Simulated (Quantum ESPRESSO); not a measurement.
Computed results, one entry a study.

```json
{"subject": "MnSe: energy against a fixed spin moment", "lattice_ang": [[0.0, 2.72, 2.72], [2.72, 0.0, 2.72], [2.72, 2.72, 0.0]], "atoms": [["Mn", 0.0, 0.0, 0.0], ["Se", 0.5, 0.5, 0.5]], "method": "PBEsol with U = 4 eV on Mn d (ortho-atomic projectors); plane waves with GBRV 1.5 PBEsol potentials, no spin-orbit coupling (and 1 further level or step)", "program": "Quantum ESPRESSO 7.5", "settings_of_one_run": "GBRV 1.5 PBEsol, potential files Mn: mn_pbesol_v1.5.uspp.F.UPF, Se: se_pbesol_v1.uspp.F.UPF, cutoff 544.23 eV, 8×8×8 k-mesh, 19 bands, fermi-dirac occupations, smearing width 0.1 eV, collinear spin, SCF threshold 4.00e-9, Hubbard form dudarev, Hubbard projectors ortho-atomic, starting moments 4.5 0 μB", "cost": "13 runs, 3.8 min in all on 2 MPI ranks of Arm Neoverse V1, shared host (the runs of this entry)", "notes": "The database entry behind the starting cell differs from later determinations by our own check (about 0.4 % short). The run is spin-polarised, with a total moment of 5.00 μB a cell (absolute 5.00). The cell holds one seeded atom, so opposed orders, which may lie lower, cannot form in it.", "results": {"moment_of_the_free_run": "5.00 μB a cell", "energy_at_zero_total_moment": "4686 meV a cell over the lowest"}}
```

[Logs and program files are shortened in this print: banners, set-up blocks, solver, clock and traceback lines can be left out without a mark of their own.]

[Logs are printed without paths, hosts, clocks, repeated set-up lines and the standing remarks that a program may print on its own settings, such as how far it seeks lower states.]

[Hosts, paths, dates, database ids (printed as entryN), source tags and the programs' standing remarks are cut or masked in the printed files.]

[Where a cell is said to come from a database of computed structures, the database is the Materials Project.]
